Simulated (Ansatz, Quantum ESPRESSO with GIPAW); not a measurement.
# From a field gradient to a quadrupolar line: 11B in B4CCl6O

A plane-wave PAW calculation (PBE, Ansatz) gives this electric field gradient, in 10²¹ V/m² and Cartesian axes, at one B site of B4CCl6O (atom 12; BCB3; site symmetry 3m):

```
     -0.5693        0.0000        0.0000
      0.0000       -0.5693        0.0000
      0.0000        0.0000        1.1386
```

11B has spin 3/2, Q = 0.04059 barn and |γ|/2π = 13.6630 MHz/T. The cell is the R3m form of a database entry, atoms relaxed, static and at 0 K. 

**Task.** Find C_Q, η_Q and ν_Q, and the shift and width of the central transition under fast MAS at 14.1 T and 16.4 T.

1. The tensor is symmetric and traceless. Its eigenvalues, ordered by size, are V_xx = -0.5693, V_yy = -0.5693 and V_zz = 1.1386.

2. η_Q = (V_xx − V_yy)/V_zz = 0.000.

3. C_Q = eQV_zz/h. One unit of 10²¹ V/m² with one barn gives 24.18 MHz, so C_Q = 24.18 × 0.04059 × 1.1386 = 1.117 MHz. A spectrum shows its size, not its sign.

4. ν_Q = 3C_Q/[2I(2I−1)] = 0.559 MHz in size, and P_Q = |C_Q|√(1 + η²/3) = 1.117 MHz.

5. The resonances lie at ν0 = 192.65 and 224.07 MHz, so ν_Q/ν0 is 0.003 at most and second order holds. The centre of gravity moves by δ_Q = −(3/40)(P_Q/ν0)² F × 10⁶ ppm, with F = [I(I+1) − 3/4]/[I²(2I−1)²] = 0.3333: -0.841 ppm at 14.1 T and -0.622 ppm at 16.4 T.

6. Summing the second-order term over orientations gives a full width of 1.80 ppm (0.35 kHz) and 1.33 ppm (0.30 kHz). In ppm both fall as 1/B²: (14.1/16.4)² = 0.739. The spinning rate must pass the static width for this shape to show cleanly.

[Banner, clock, file and message-heading lines were taken out of the pw.x and gipaw.x logs.]

[Logs are printed without paths, hosts, clocks, repeated set-up lines and the standing remarks that a program may print on its own settings, such as how far it seeks lower states.]

[Hosts, paths, dates, database ids (printed as entryN), source tags and the programs' standing remarks are cut or masked in the printed files.]
